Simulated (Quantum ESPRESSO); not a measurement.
# E(θ) between the sublattices of MnSe, part 2 of 2

Wanted: bilinear and biquadratic couplings of MnSe from constrained non-collinear runs.

Quantum ESPRESSO 7.5; LDA; plane waves with GBRV 1.5 LDA potentials, no spin-orbit coupling.

So far, largest spin moment in the atom's sphere (μB): step 2 (the collinear order that defines the sublattices) 3.93; step 3 (ferromagnetic, Kohn–Sham states 34, start moments [4.5, 4.5 …) 3.83.

## 4. Angle 0°, no penalty

The two sets tilt by half the angle to either side of z. A collinear state is stationary and needs no penalty.

The input, pw.in:

```
&CONTROL
  calculation = 'scf'
  prefix = 'pwscf'
  outdir = './tmp'
  pseudo_dir = './pseudo'
  disk_io = 'nowf'
/
&SYSTEM
  ibrav = 0
  nat = 4
  ntyp = 2
  ecutwfc = 40
  ecutrho = 280
  nbnd = 60
  occupations = 'smearing'
  smearing = 'fd'
  degauss = 0.00367493
  noncolin = .true.
  starting_magnetization(1) = 0.262
  angle1(1) = 0
  angle2(1) = 0
  starting_magnetization(2) = 0
/
&ELECTRONS
  conv_thr = 8d-09
  electron_maxstep = 150
  mixing_beta = 0.3
/
ATOMIC_SPECIES
Mn     54.9380 mn_lda_v1.5.uspp.F.UPF
Se     78.9710 se_lda_v1.uspp.F.UPF
CELL_PARAMETERS angstrom
   3.8593697997    0.0000000000    0.0000000000
  -1.9296848998    3.3423122891    0.0000000000
   0.0000000000    0.0000000000    5.9724110000
ATOMIC_POSITIONS crystal
Mn      0.0000000000    0.0000000000    0.0000000000
Mn      0.0000000000    0.0000000000    0.5000000000
Se      0.6666666700    0.3333333300    0.2500000000
Se      0.3333333300    0.6666666700    0.7500000000
K_POINTS automatic
6 6 6 0 0 0
```

Run with:

```bash
$ OMP_NUM_THREADS=1 mpirun -n 4 pw.x -nk 4 -in pw.in > pw.out
```

The program printed:

```text
[banner, memory and clock lines left out]
Program PWSCF v.7.5 starts

     Message from routine setup:
     using ibrav=0 with symmetry is DISCOURAGED, use correct ibrav instead

     bravais-lattice index     =            0
     lattice parameter (alat)  =       7.2932  a.u.
     unit-cell volume          =     519.8879 (a.u.)^3
     number of atoms/cell      =            4
     number of atomic types    =            2
     number of electrons       =        42.00
     number of Kohn-Sham states=           60
     kinetic-energy cutoff     =      40.0000  Ry
     charge density cutoff     =     280.0000  Ry
     scf convergence threshold =      8.0E-09
     mixing beta               =       0.3000
     number of iterations used =            8  plain     mixing
     Exchange-correlation= SLA  PZ   NOGX NOGC
                           (   1   1   0   0   0   0   0)
     Noncollinear calculation without spin-orbit

     [... lines left out ...]
     PseudoPot. # 1 for Mn read from file:
     mn_lda_v1.5.uspp.F.UPF
     Pseudo is Ultrasoft + core correction, Zval = 15.0

     PseudoPot. # 2 for Se read from file:
     se_lda_v1.uspp.F.UPF
     Pseudo is Ultrasoft + core correction, Zval =  6.0

     atomic species   valence    mass     pseudopotential
     Mn               15.00    54.93800     Mn( 1.00)
     Se                6.00    78.97100     Se( 1.00)

     24 Sym. Ops., with inversion, found (12 have fractional translation)

   Cartesian axes

     site n.     atom                  positions (alat units)
         1        Mn     tau(   1) = (   0.0000000   0.0000000   0.0000000  )
         2        Mn     tau(   2) = (   0.0000000   0.0000000   0.7737547  )
         3        Se     tau(   3) = (   0.5000000   0.2886751   0.3868773  )
         4        Se     tau(   4) = (  -0.0000000   0.5773503   1.1606320  )

     number of k points=    28  Fermi-Dirac smearing, width (Ry)=  0.0037

     Dense  grid:    41167 G-vectors     FFT dimensions: (  40,  40,  64)

     Smooth grid:    17703 G-vectors     FFT dimensions: (  30,  30,  48)

     Check: negative core charge=   -0.000029
     Generating pointlists ...
     new r_m :   0.2867 (alat units)  2.0908 (a.u.) for type    1
     new r_m :   0.2867 (alat units)  2.0908 (a.u.) for type    2

     Initial potential from superposition of free atoms

     starting charge      40.9997, renormalised to      42.0000

     atom number    1 relative position :    0.0000   0.0000   0.0000
     charge :    13.644000  (integrated on a sphere of radius 0.287)
     magnetization :          0.000000    0.000000    3.511716
     magnetization/charge:    0.000000    0.000000    0.257382
     polar coord.: r, theta, phi [deg] :     3.511716    0.000000  360.000000

     atom number    2 relative position :    0.0000   0.0000   0.7738
     charge :    13.644000  (integrated on a sphere of radius 0.287)
     magnetization :          0.000000    0.000000    3.511716
     magnetization/charge:    0.000000    0.000000    0.257382
     polar coord.: r, theta, phi [deg] :     3.511716    0.000000  360.000000

     atom number    3 relative position :    0.5000   0.2887   0.3869
     charge :     4.186253  (integrated on a sphere of radius 0.287)
     magnetization :          0.000000    0.000000    0.052022
     magnetization/charge:    0.000000    0.000000    0.012427
     polar coord.: r, theta, phi [deg] :     0.052022    0.000000  360.000000

     atom number    4 relative position :   -0.0000   0.5774   1.1606
     charge :     4.186253  (integrated on a sphere of radius 0.287)
     magnetization :          0.000000    0.000000    0.052022
     magnetization/charge:    0.000000    0.000000    0.012427
     polar coord.: r, theta, phi [deg] :     0.052022    0.000000  360.000000

     Starting wfcs are   68 randomized atomic wfcs

     Self-consistent Calculation

     iteration #  1     ecut=    40.00 Ry     beta= 0.30
     Davidson diagonalization with overlap
     ethr =  1.00E-02,  avg # of iterations =  3.9

     total energy              =    -508.48254487 Ry
     estimated scf accuracy    <       1.18583266 Ry

     total magnetization       =     0.00    -0.00     8.03 Bohr mag/cell
     absolute magnetization    =     8.03 Bohr mag/cell

     [... further iterations left out ...]

     iteration # 12     ecut=    40.00 Ry     beta= 0.30
     Davidson diagonalization with overlap
     ethr =  4.24E-11,  avg # of iterations =  7.1

     atom number    1 relative position :    0.0000   0.0000   0.0000
     charge :    13.417713  (integrated on a sphere of radius 0.287)
     magnetization :          0.000000    0.000000    3.831251
     magnetization/charge:    0.000000    0.000000    0.285537
     polar coord.: r, theta, phi [deg] :     3.831251    0.000000  360.000000

     atom number    2 relative position :    0.0000   0.0000   0.7738
     charge :    13.417713  (integrated on a sphere of radius 0.287)
     magnetization :         -0.000000   -0.000000    3.831251
     magnetization/charge:   -0.000000   -0.000000    0.285537
     polar coord.: r, theta, phi [deg] :     3.831251    0.000000  360.000000

     atom number    3 relative position :    0.5000   0.2887   0.3869
     charge :     4.227615  (integrated on a sphere of radius 0.287)
     magnetization :          0.000000   -0.000000    0.067821
     magnetization/charge:    0.000000   -0.000000    0.016042
     polar coord.: r, theta, phi [deg] :     0.067821    0.000000  360.000000

     atom number    4 relative position :   -0.0000   0.5774   1.1606
     charge :     4.227615  (integrated on a sphere of radius 0.287)
     magnetization :         -0.000000   -0.000000    0.067821
     magnetization/charge:   -0.000000   -0.000000    0.016042
     polar coord.: r, theta, phi [deg] :     0.067821    0.000000  360.000000

     End of self-consistent calculation

     [... lines left out ...]
     the Fermi energy is     9.7987 ev

!    total energy              =    -508.77956187 Ry
     estimated scf accuracy    <          2.3E-09 Ry
     smearing contrib. (-TS)   =      -0.00177589 Ry
     internal energy E=F+TS    =    -508.77778598 Ry

     The total energy is F=E-TS. E is the sum of the following terms:
     one-electron contribution =    -283.08968359 Ry
     hartree contribution      =     156.67259081 Ry
     xc contribution           =    -111.26101635 Ry
     ewald contribution        =    -271.09967685 Ry

     total magnetization       =     0.00     0.00     8.36 Bohr mag/cell
     absolute magnetization    =     8.36 Bohr mag/cell

     convergence has been achieved in  12 iterations
```

The job ended after 40 s (4 MPI ranks of Arm Neoverse V2, shared host; peak memory 0.6 GiB; 2.7 min of CPU time).

Spin moment in the atom's sphere by atom:

```csv
atom,x (μB),y (μB),z (μB),size
Mn1,0.00,0.00,3.83,3.83
Mn2,0.00,0.00,3.83,3.83
Se3,0.00,0.00,0.07,0.07
Se4,0.00,0.00,0.07,0.07
```

Read from the output:

| Item | Value |
| --- | --- |
| smearing term TS | 0.02416 eV |
| magnetization | 0, 0, 8.357 μB |
| absolute magnetization | 8.358 μB |
| final state | ferromagnetic |

## 5. Angle 45°, lambda 1 Ry

A penalty pulls the polar angle of each moment to the typed one; its size and its azimuth are free.

pw.in: that of step 4 with these lines changed.

```diff
@@ -10,3 +10,3 @@
   nat = 4
-  ntyp = 2
+  ntyp = 3
   ecutwfc = 40
@@ -19,5 +19,12 @@
   starting_magnetization(1) = 0.262
-  angle1(1) = 0
+  angle1(1) = 22.5
   angle2(1) = 0
-  starting_magnetization(2) = 0
+  starting_magnetization(2) = 0.262
+  angle1(2) = 22.5
+  angle2(2) = 180
+  starting_magnetization(3) = 0.01
+  angle1(3) = 0
+  angle2(3) = 0
+  constrained_magnetization = 'atomic direction'
+  lambda = 1
 /
@@ -29,3 +36,4 @@
 ATOMIC_SPECIES
-Mn     54.9380 mn_lda_v1.5.uspp.F.UPF
+Mn1    54.9380 mn_lda_v1.5.uspp.F.UPF
+Mn2    54.9380 mn_lda_v1.5.uspp.F.UPF
 Se     78.9710 se_lda_v1.uspp.F.UPF
@@ -36,4 +44,4 @@
 ATOMIC_POSITIONS crystal
-Mn      0.0000000000    0.0000000000    0.0000000000
-Mn      0.0000000000    0.0000000000    0.5000000000
+Mn1     0.0000000000    0.0000000000    0.0000000000
+Mn2     0.0000000000    0.0000000000    0.5000000000
 Se      0.6666666700    0.3333333300    0.2500000000
```

The program printed:

```text
     [... lines left out ...]
Program PWSCF v.7.5 starts
     [... lines left out ...]
     number of atoms/cell      =            4
     [... lines left out ...]
     number of electrons       =        42.00
     number of Kohn-Sham states=           60
     kinetic-energy cutoff     =      40.0000  Ry
     charge density cutoff     =     280.0000  Ry
     scf convergence threshold =      8.0E-09
     [... lines left out ...]
     Noncollinear calculation without spin-orbit
     [... lines left out ...]
      2 Sym. Ops., with inversion, found
     [... lines left out ...]
     number of k points=   112  Fermi-Dirac smearing, width (Ry)=  0.0037
     [... lines left out ...]
     iteration # 14     ecut=    40.00 Ry     beta= 0.30
     [... lines left out ...]
     constraint energy (Ry) =      0.00001961
     atom number    1 relative position :    0.0000   0.0000   0.0000
     [... lines left out ...]
     magnetization :          1.500127   -0.000004    3.540204
     [... lines left out ...]
     atom number    2 relative position :    0.0000   0.0000   0.7738
     [... lines left out ...]
     magnetization :         -1.500120    0.000019    3.540193
     [... lines left out ...]
     atom number    3 relative position :    0.5000   0.2887   0.3869
     [... lines left out ...]
     magnetization :          0.000000    0.000000    0.070282
     [... lines left out ...]
     atom number    4 relative position :   -0.0000   0.5774   1.1606
     [... lines left out ...]
     magnetization :          0.000000    0.000000    0.070282
     [... lines left out ...]
     the Fermi energy is     9.7591 ev
!    total energy              =    -508.77982342 Ry
     estimated scf accuracy    <          2.9E-09 Ry
     smearing contrib. (-TS)   =      -0.00260986 Ry
     [... lines left out ...]
     total magnetization       =     0.00     0.00     7.75 Bohr mag/cell
     absolute magnetization    =     8.39 Bohr mag/cell
     [... lines left out ...]
     convergence has been achieved in  14 iterations
```

The job ended after 2.8 min (4 MPI ranks; peak memory 0.95 GiB).

Spin moment in the atom's sphere by atom:

```csv
atom,x (μB),y (μB),z (μB),size
Mn1,1.50,0.00,3.54,3.84
Mn2,-1.50,0.00,3.54,3.84
Se3,0.00,0.00,0.07,0.07
Se4,0.00,0.00,0.07,0.07
```

Numbers from this step:

| Property | Result |
| --- | --- |
| smearing term TS | 0.03551 eV |
| magnetization | 0, 0, 7.753 μB |
| absolute magnetization | 8.393 μB |
| penalty energy | 0.2668 meV |
| final state | non-collinear |

## 6. Angle 90°, lambda 1 Ry

pw.in: that of step 5 with these lines changed.

```diff
@@ -19,8 +19,8 @@
   starting_magnetization(1) = 0.262
-  angle1(1) = 22.5
+  angle1(1) = 45
   angle2(1) = 0
   starting_magnetization(2) = 0.262
-  angle1(2) = 22.5
+  angle1(2) = 45
   angle2(2) = 180
-  starting_magnetization(3) = 0.01
+  starting_magnetization(3) = 0.0083
   angle1(3) = 0
```

The program printed:

```text
     [... lines left out ...]
Program PWSCF v.7.5 starts
     [... lines left out ...]
     number of atoms/cell      =            4
     [... lines left out ...]
     number of electrons       =        42.00
     number of Kohn-Sham states=           60
     kinetic-energy cutoff     =      40.0000  Ry
     charge density cutoff     =     280.0000  Ry
     scf convergence threshold =      8.0E-09
     [... lines left out ...]
     Noncollinear calculation without spin-orbit
     [... lines left out ...]
      2 Sym. Ops., with inversion, found
     [... lines left out ...]
     number of k points=   112  Fermi-Dirac smearing, width (Ry)=  0.0037
     [... lines left out ...]
     iteration # 14     ecut=    40.00 Ry     beta= 0.30
     [... lines left out ...]
     constraint energy (Ry) =      0.00026051
     atom number    1 relative position :    0.0000   0.0000   0.0000
     [... lines left out ...]
     magnetization :          2.816215    0.000001    2.727438
     [... lines left out ...]
     atom number    2 relative position :    0.0000   0.0000   0.7738
     [... lines left out ...]
     magnetization :         -2.816213   -0.000009    2.727435
     [... lines left out ...]
     atom number    3 relative position :    0.5000   0.2887   0.3869
     [... lines left out ...]
     magnetization :         -0.000000   -0.000000    0.080848
     [... lines left out ...]
     atom number    4 relative position :   -0.0000   0.5774   1.1606
     [... lines left out ...]
     magnetization :         -0.000000   -0.000000    0.080848
     [... lines left out ...]
     the Fermi energy is     9.7090 ev
!    total energy              =    -508.78684070 Ry
     estimated scf accuracy    <          1.7E-09 Ry
     smearing contrib. (-TS)   =      -0.00187363 Ry
     [... lines left out ...]
     total magnetization       =     0.00    -0.00     6.07 Bohr mag/cell
     absolute magnetization    =     8.57 Bohr mag/cell
     [... lines left out ...]
     convergence has been achieved in  14 iterations
```

Run time: 2.8 min. Hardware: 4 MPI ranks; peak memory 0.95 GiB; 11 min of CPU time.

Read from the output:

```
smearing term TS       : 0.02549 eV
magnetization          : 0, 0, 6.074 μB
absolute magnetization : 8.569 μB
penalty energy         : 3.544 meV
final state            : non-collinear
largest moment         : 3.920 μB
```

## 7. Angle 180°, no penalty

pw.in: that of step 6 with these lines changed.

```diff
@@ -19,12 +19,8 @@
   starting_magnetization(1) = 0.262
-  angle1(1) = 45
+  angle1(1) = 90
   angle2(1) = 0
   starting_magnetization(2) = 0.262
-  angle1(2) = 45
+  angle1(2) = 90
   angle2(2) = 180
-  starting_magnetization(3) = 0.0083
-  angle1(3) = 0
-  angle2(3) = 0
-  constrained_magnetization = 'atomic direction'
-  lambda = 1
+  starting_magnetization(3) = 0
 /
```

The program printed:

```text
     [... lines left out ...]
Program PWSCF v.7.5 starts
     [... lines left out ...]
     number of atoms/cell      =            4
     [... lines left out ...]
     number of electrons       =        42.00
     number of Kohn-Sham states=           60
     kinetic-energy cutoff     =      40.0000  Ry
     charge density cutoff     =     280.0000  Ry
     scf convergence threshold =      8.0E-09
     [... lines left out ...]
     Noncollinear calculation without spin-orbit
     [... lines left out ...]
      4 Sym. Ops., with inversion, found
     [... lines left out ...]
     number of k points=    68  Fermi-Dirac smearing, width (Ry)=  0.0037
     [... lines left out ...]
     iteration # 12     ecut=    40.00 Ry     beta= 0.30
     [... lines left out ...]
     atom number    1 relative position :    0.0000   0.0000   0.0000
     [... lines left out ...]
     magnetization :          3.932012   -0.000000    0.000000
     [... lines left out ...]
     atom number    2 relative position :    0.0000   0.0000   0.7738
     [... lines left out ...]
     magnetization :         -3.931992   -0.000000    0.000000
     [... lines left out ...]
     atom number    3 relative position :    0.5000   0.2887   0.3869
     [... lines left out ...]
     magnetization :         -0.000006    0.000000   -0.000000
     [... lines left out ...]
     atom number    4 relative position :   -0.0000   0.5774   1.1606
     [... lines left out ...]
     magnetization :         -0.000006    0.000000   -0.000000
     [... lines left out ...]
     the Fermi energy is     9.6972 ev
!    total energy              =    -508.80512978 Ry
     estimated scf accuracy    <          2.1E-09 Ry
     smearing contrib. (-TS)   =      -0.00024549 Ry
     [... lines left out ...]
     total magnetization       =     0.00    -0.00     0.00 Bohr mag/cell
     absolute magnetization    =     8.33 Bohr mag/cell
     convergence has been achieved in  12 iterations
```

The job ended after 92 s (4 MPI ranks; peak memory 0.77 GiB; 6.2 min of CPU time).

Numbers from this step:

* smearing term TS: 0.003340 eV
* magnetization: 0, 0, 0 μB
* absolute magnetization: 8.331 μB
* final state: antiferromagnetic
* largest moment: 3.932 μB

## 8. A faulty input

One input was spoiled on purpose, to see how the program answers.

pw.in: that of step 7 with these lines changed.

```diff
@@ -13,13 +13,7 @@
   ecutrho = 280
-  nbnd = 60
-  occupations = 'smearing'
-  smearing = 'fd'
-  degauss = 0.00367493
-  noncolin = .true.
-  starting_magnetization(1) = 0.262
-  angle1(1) = 90
-  angle2(1) = 0
-  starting_magnetization(2) = 0.262
-  angle1(2) = 90
-  angle2(2) = 180
+  nbnd = 30
+  occupations = 'fixed'
+  nspin = 2
+  starting_magnetization(1) = 0.3
+  starting_magnetization(2) = -0.3
   starting_magnetization(3) = 0
@@ -28,3 +22,3 @@
   conv_thr = 8d-09
-  electron_maxstep = 150
+  electron_maxstep = 60
   mixing_beta = 0.3
```

The program printed:

```text
     [... lines left out ...]
Program PWSCF v.7.5 starts
     Error in routine iosys (1):
     fixed occupations and lsda need tot_magnetization
 %%%%%%%%%%%%%%%%%%%%%%%%%%%%%%%%%%%%%%%%%%%%%%%%%%%%%%%%%%%%%%%%%%%%%%%%%%%%%%
     stopping ...
```

Elapsed: 0.48 s, on 4 MPI ranks; peak memory 0.05 GiB.

The input was rejected at the start.

The program's message: “iosys (1): fixed occupations and lsda need tot_magnetization”

The fault put into the input: fixed occupations for a magnet without a total moment.

## 9. E(θ)

Canting:

```csv
lambda (Ry),typed angle (degrees),final angle (degrees),energy less that at the first angle (meV a seeded atom),"penalty energy, not in the total (meV a cell)",largest site moment (μB),CPU time (s)
-,0,0,0,0,3.831,161.6
1,45,45.93,-1.779,0.2668,3.845,678.4
1,90,91.83,-49.52,3.544,3.92,661.7
-,180,180,-173.9,0,3.932,369.3
```

A fit to E = E0 − A cos θ − B cos² θ gives A = -87.8 meV and B = 41.0 meV a seeded atom.

## 10. What came out

| Item | Value |
| --- | --- |
| angle of lowest energy | 180° |
| range of the energy | 174 meV a seeded atom |
| range of the largest moment | 3.83 to 3.93 μB |
| bilinear coefficient A | -87.8 meV |
| biquadratic coefficient B | 41.0 meV |

What this shows: The penalty holds the angles within 1.8° of the typed ones. A is negative, so opposed sublattices are favoured; B is 0.47 of it in size, but four points for three parameters hardly fix B. The largest moment changes by 2.6 % over the angles. This holds for the two sublattices of this cell; other orders were not tried. Without spin–orbit coupling only the angle between the moments matters. The mesh is coarse, so differences of some ten meV can be noise where moments are itinerant.

[Logs and program files are shortened in this print: banners, set-up blocks, solver, clock and traceback lines can be left out without a mark of their own.]

[Logs are printed without paths, hosts, clocks, repeated set-up lines and the standing remarks that a program may print on its own settings, such as how far it seeks lower states.]

[Hosts, paths, dates, database ids (printed as entryN), source tags and the programs' standing remarks are cut or masked in the printed files.]

[Where a cell is said to come from a database of computed structures, the database is the Materials Project.]
